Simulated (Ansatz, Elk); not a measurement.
# Zn2Fe: X-ray structure factors from the self-consistent density

The structure of Zn2Fe used here is made up (a known structure type with other elements) and was relaxed beforehand with PBE. The aim is the Fourier transform of its all-electron density, F(hkl), set beside the sum over free spherical atoms that refinements use.

Method: DFT, PBE, all-electron APW+lo, Dirac cores, scalar-relativistic bands, static density, ferromagnetic start, in Elk 11.2.3 (patched build).

This account leaves out most program logs.

The structure was built from a prototype and need not be the compound's stable phase.

## 1. The structure

It takes space group Fm-3m (No. 225, cubic). Conventional cell: a = 5.807 Å, b = 5.807 Å, c = 5.807 Å, α = 90.00°, β = 90.00°, γ = 90.00°. Zn has 4 Fe at 2.51 Å nearest. Fe has 8 Zn at 2.51 Å nearest. Farther neighbours are not listed.

## 2. Ground state and structure factors

An all-electron density is needed, since X-rays see the cores too. Task 0 finds the density and task 195 Fourier-transforms it; tshift is off so that phases refer to the origin typed.

elk.in reads:

```
tasks
  0
  195
  196

xctype
  20

spinpol
  .true.

rgkmax
  7.0

gmaxvr
  14.0

lmaxo
  7

lmaxapw
  8

swidth
  0.002

tshift
  .false.

ramdisk
  .false.

hmaxvr
  5.5

maxscl
  120

epspot
  1e-06

reducebf
  0.8

sppath
  './'

avec
  -0.00000000000 5.48664354513 5.48664354513
  5.48664354513 -0.00000000000 5.48664354513
  5.48664354513 5.48664354513 -0.00000000000

atoms
  2
  'Zn.in'
  2
  0.2500000000 0.2500000000 0.2500000000   0.000000 0.000000 0.000000
  0.7500000000 0.7500000000 0.7500000000   0.000000 0.000000 0.000000
  'Fe.in'
  1
  -0.0000000000 0.0000000000 0.0000000000   0.000000 0.000000 -0.120000

ngridk
  6 6 6
```

The run is started by

```bash
$ OMP_NUM_THREADS=4 elk
```

The job ended after 39 s (4 threads of AMD EPYC 9R14 (Zen 4), shared host; peak memory 0.42 GiB).

SFACRHO.OUT:

```text

h k l indices transformed by vhmat matrix:
   1.000000000       0.000000000       0.000000000    
   0.000000000       1.000000000       0.000000000    
   0.000000000       0.000000000       1.000000000    

      h      k      l  multipl.   |H|            Re(F)            Im(F)           |F|

      0      0      0      1   0.0000000       85.999999     -0.50135035E-17   85.999999    
     -1      0      0      8  0.99175353       22.011434      0.71351830E-17   22.011434    
     -1      0     -1      6   1.1451783      -29.267692      0.12459286E-16   29.267692    
      1      0     -1     12   1.6195267       63.486627      0.48612494E-16   63.486627    
     -2     -1     -2     24   1.8990634       17.065440      0.14179745E-16   17.065440    
      0      2      0      8   1.9835071      -24.425246     -0.83206291E-17   24.425246    
     -2      0     -2      6   2.2903567       53.456495     -0.12716615E-17   53.456495    
      0     -2      1     24   2.4958583       14.533391      0.63305071E-18   14.533391    
     -2      1     -1     24   2.5606966      -21.422125      0.47958485E-17   21.422125    
     -3     -2     -3     24   2.8051026       46.704849     -0.13940301E-17   46.704849    
     -3      0      0      8   2.9752606       12.708877      0.15030049E-17   12.708877    
      1     -2     -2     24   2.9752606       12.605210     -0.17127538E-18   12.605210    
     -4     -2     -2     12   3.2390535       41.577826     -0.62620559E-17   41.577826    
      1      2     -2     48   3.3874832       11.327784     -0.50097184E-17   11.327784    
     -3     -3     -4     24   3.4355350      -17.052515     -0.21034115E-17   17.052515    
      3      0      3      6   3.4355350      -17.172520     -0.21343191E-17   17.172520    
     -1     -3     -4     24   3.6213719       37.557078      0.14188832E-17   37.557078    
      0     -4     -1     24   3.7547183       10.355404     -0.19612701E-17   10.355404
```

Elk indexes on the primitive cell of elk.in and gives |H| = 4π sin θ/λ in inverse bohr. Below, one row stands for each form hkl of the conventional cell (m members, Friedel mates merged), F is for one primitive cell and the density is static (no thermal factor). Free-atom factors are Waasmaier and Kirfel's, and R is Σm||F|−|F'||/Σm|F|.

| hkl | m | sin θ/λ (Å⁻¹) | abs F, DFT | neutral atoms | diff. |
| --- | --- | --- | --- | --- | --- |
| 111 | 8 | 0.149 | 22.011 | 21.855 | +0.156 |
| 200 | 6 | 0.172 | 29.268 | 29.566 | -0.298 |
| 220 | 12 | 0.243 | 63.487 | 64.006 | -0.519 |
| 311 | 24 | 0.286 | 17.065 | 17.200 | -0.134 |
| 222 | 8 | 0.298 | 24.425 | 24.781 | -0.356 |
| 400 | 6 | 0.344 | 53.456 | 53.814 | -0.358 |
| 331 | 24 | 0.375 | 14.533 | 14.508 | +0.025 |
| 420 | 24 | 0.385 | 21.422 | 21.525 | -0.103 |
| 422 | 24 | 0.422 | 46.705 | 46.774 | -0.069 |
| 333 | 8 | 0.447 | 12.709 | 12.662 | +0.047 |
| 511 | 24 | 0.447 | 12.605 | 12.662 | -0.057 |
| 440 | 12 | 0.487 | 41.578 | 41.574 | +0.004 |
| 531 | 48 | 0.509 | 11.328 | 11.319 | +0.009 |
| 442 | 24 | 0.517 | 17.052 | 17.099 | -0.047 |
| 600 | 6 | 0.517 | 17.172 | 17.099 | +0.073 |
| 620 | 24 | 0.545 | 37.557 | 37.583 | -0.026 |
| 533 | 24 | 0.565 | 10.355 | 10.309 | +0.046 |
| 622 | 24 | 0.571 | 15.541 | 15.519 | +0.022 |

## 3. The magnetisation density

The same run holds the spin density, and task 196 transforms it. The order is that of the start, and no other was tried.

SFACMAG_1.OUT:

```text

h k l indices transformed by vhmat matrix:
   1.000000000       0.000000000       0.000000000    
   0.000000000       1.000000000       0.000000000    
   0.000000000       0.000000000       1.000000000    

      h      k      l  multipl.   |H|            Re(F)            Im(F)           |F|

      0      0      0      1   0.0000000       2.5156353      0.12483782E-17   2.5156353    
     -1      0      0      8  0.99175353       2.1057076      0.19072857E-17   2.1057076    
     -1      0     -1      6   1.1451783       1.9569163      0.14232552E-17   1.9569163    
      1      0     -1     12   1.6195267       1.4986829      0.11554587E-17   1.4986829    
     -2     -1     -2     24   1.8990634       1.2215759     -0.16943988E-17   1.2215759    
      0      2      0      8   1.9835071       1.0433515     -0.15418050E-17   1.0433515    
     -2      0     -2      6   2.2903567       1.0229518     -0.13450457E-17   1.0229518    
      0     -2      1     24   2.4958583      0.74725473      0.54186992E-18  0.74725473    
     -2      1     -1     24   2.5606966      0.72834587     -0.34981770E-18  0.72834587    
     -3     -2     -3     24   2.8051026      0.61380730      0.10614947E-17  0.61380730    
     -3      0      0      8   2.9752606      0.46977780     -0.63086976E-17  0.46977780    
      1     -2     -2     24   2.9752606      0.59049266     -0.29476705E-17  0.59049266    
     -4     -2     -2     12   3.2390535      0.41024072     -0.20757874E-17  0.41024072    
      1      2     -2     48   3.3874832      0.36065117      0.16384948E-17  0.36065117    
     -3     -3     -4     24   3.4355350      0.28361499      0.96175023E-18  0.28361499    
      3      0      3      6   3.4355350      0.43975846      0.14424848E-17  0.43975846
```

The total moment is 2.52 μB a cell; sphere moments: Zn1 -0.03, Zn2 -0.03, Fe3 +2.55 μB. Polarised neutrons measure spin and orbital magnetisation together; without spin-orbit coupling the run gives the spin part. With nearly all of the moment on one atom, abs F_M/F_M(0) is close to a form factor, set here beside ⟨j0⟩ of the free Fe2+ ion, taken for comparison since the valence isn't defined:

| hkl | sin θ/λ (Å⁻¹) | abs F_M (μB) | F_M/F_M(0) | ⟨j0⟩ |
| --- | --- | --- | --- | --- |
| 111 | 0.149 | 2.106 | 0.837 | 0.804 |
| 200 | 0.172 | 1.957 | 0.778 | 0.750 |
| 220 | 0.243 | 1.499 | 0.596 | 0.578 |
| 311 | 0.286 | 1.222 | 0.486 | 0.482 |
| 222 | 0.298 | 1.043 | 0.415 | 0.454 |
| 400 | 0.344 | 1.023 | 0.407 | 0.363 |
| 331 | 0.375 | 0.747 | 0.297 | 0.309 |
| 420 | 0.385 | 0.728 | 0.290 | 0.293 |
| 422 | 0.422 | 0.614 | 0.244 | 0.238 |
| 333 | 0.447 | 0.470 | 0.187 | 0.205 |
| 511 | 0.447 | 0.591 | 0.235 | 0.205 |
| 440 | 0.487 | 0.410 | 0.163 | 0.161 |
| 531 | 0.509 | 0.361 | 0.143 | 0.139 |
| 442 | 0.517 | 0.284 | 0.113 | 0.132 |

## 4. The highest occupied states alone

An energy window below the Fermi level keeps the highest occupied states, to see at which angles they scatter; shallow core shells can lie inside it and anion s states outside. No new self-consistency is needed.

elk.in, as its differences from that of step 2:

```diff
@@ -1,5 +1,3 @@
 tasks
-  0
   195
-  196
 
@@ -44,2 +42,5 @@
 
+wsfac
+  -0.181980 0.485520
+
 sppath
```

The run is started by

```bash
$ OMP_NUM_THREADS=4 elk
```

Elapsed: 2.8 s, on 4 threads; peak memory 0.18 GiB.

States within 10 eV below the Fermi level hold 32.00 electrons; any levels below the window count with the cores. Their amplitudes can exceed the total, where window and core parts have opposite phase:

```csv
hkl,sin θ/λ (Å⁻¹),"abs F, window","abs F, all"
111,0.149,5.144,22.011
200,0.172,11.883,29.268
220,0.243,16.156,63.487
311,0.286,2.589,17.065
222,0.298,8.258,24.425
400,0.344,11.199,53.456
331,0.375,1.785,14.533
420,0.385,6.385,21.422
422,0.422,8.383,46.705
333,0.447,1.244,12.709
```

## 5. Another functional

The difference from free atoms is small, so it is set against the change that PBEsol makes.

elk.in, as its differences from that of step 4:

```diff
@@ -1,6 +1,8 @@
 tasks
+  0
   195
+  196
 
 xctype
-  20
+  22
 
@@ -42,5 +44,2 @@
 
-wsfac
-  -0.181980 0.485520
-
 sppath
```

The run is started by

```bash
$ OMP_NUM_THREADS=4 elk
```

Elapsed: 38 s, on 4 threads; peak memory 0.42 GiB.

Against the first run R = 0.05 %; the largest change is -0.024 at 600. The moment goes from 2.52 to 2.51 μB.

## 6. Basis size

A smaller basis shows how fast F responds to it; the change is likely larger than the basis error of the first run, but doesn't show convergence.

elk.in, as its differences from that of step 5:

```diff
@@ -6,3 +6,3 @@
 xctype
-  22
+  20
 
@@ -12,3 +12,3 @@
 rgkmax
-  7.0
+  5.5
```

The run is started by

```bash
$ OMP_NUM_THREADS=4 elk
```

Wall time 36 s (4 threads); peak memory 0.42 GiB.

Against the first run R = 0.04 %; the largest change is +0.070 at 400. The moment goes from 2.52 to 2.53 μB.

## 7. Basis size

The basis and the expansions that go with it are enlarged, to see whether the differences are converged.

elk.in, as its differences from that of step 6:

```diff
@@ -12,12 +12,12 @@
 rgkmax
-  5.5
+  8.5
 
 gmaxvr
-  14.0
+  18.0
 
 lmaxo
-  7
+  9
 
 lmaxapw
-  8
+  10
```

The run is started by

```bash
$ OMP_NUM_THREADS=4 elk
```

Run time: 75 s. Hardware: 4 threads; peak memory 0.5 GiB.

Against the first run R = 0.01 %; the largest change is -0.009 at 422. The moment goes from 2.52 to 2.51 μB.

## 8. Settings against the effect

| run | R against the first run (%) | R against neutral atoms, low angle (%) | wall time |
| --- | --- | --- | --- |
| PBE, rgkmax 7 | 0.00 | 0.89 | 39 s |
| PBEsol | 0.05 | 0.92 | 38 s |
| rgkmax 5.5 | 0.04 | 0.88 | 36 s |
| rgkmax 8.5 with larger expansions | 0.01 | 0.89 | 75 s |

## 9. Outcome

| Property | Result |
| --- | --- |
| R against neutral atoms, sin θ/λ < 0.3 Å⁻¹ | 0.89 % |
| R against neutral atoms, 0.3 to 0.82 Å⁻¹ | 0.32 % |
| magnetic form factor over free-ion ⟨j0⟩, 0.12 to 0.35 Å⁻¹ | 1.03 |

**Reading.** Independent neutral atoms miss the calculated amplitudes by R = 0.89 % below 0.3 Å⁻¹ and 0.32 % from there to 0.82 Å⁻¹; by shells, 0.71 % below 0.15 Å⁻¹ (1 form), 0.91 % 0.15 to 0.3 (4 forms), 0.32 % 0.3 to 0.45 (6 forms), 0.32 % above 0.45 (29 forms). Bonding, aspherical density and the tables' own atoms all enter these figures, and the runs don't part them. The largest change of an amplitude is -0.52 electrons, at 220. The magnetic order is that of the start. No other order was tried here, and an antiferromagnetic one would change or move the magnetic intensity. Between 0.12 and 0.35 Å⁻¹ the magnetic form factor is 1.03 times the free-ion one. The sphere holds 2.55 of the 2.52 μB; that share, the choice of ion, the size of the d shell and its asphericity all move this ratio. The window's part falls from 32.0 electrons at the origin to at most 6.36 between 0.45 and 0.82 Å⁻¹, where compact states inside the window still scatter. Below 0.3 Å⁻¹ the changes that finished (PBEsol, rgkmax 5.5 and rgkmax 8.5 with larger expansions) move F by R = 0.04 % at most, against the 0.89 % that separates it from free atoms. The magnetic factors move by R = 2.8 % (PBEsol), 1.6 % (rgkmax 5.5) and 0.4 % (rgkmax 8.5 with larger expansions), so they aren't settled to better than that. The k-mesh has no finished test. Part of the difference isn't bonding: the tables are fits to free atoms and ions calculated by other methods than this functional. Thermal motion, anomalous dispersion and extinction are left out.

[Logs are printed without paths, hosts, clocks, repeated set-up lines and the standing remarks that a program may print on its own settings, such as how far it seeks lower states.]

[Hosts, paths, dates, database ids (printed as entryN), source tags and the programs' standing remarks are cut or masked in the printed files.]
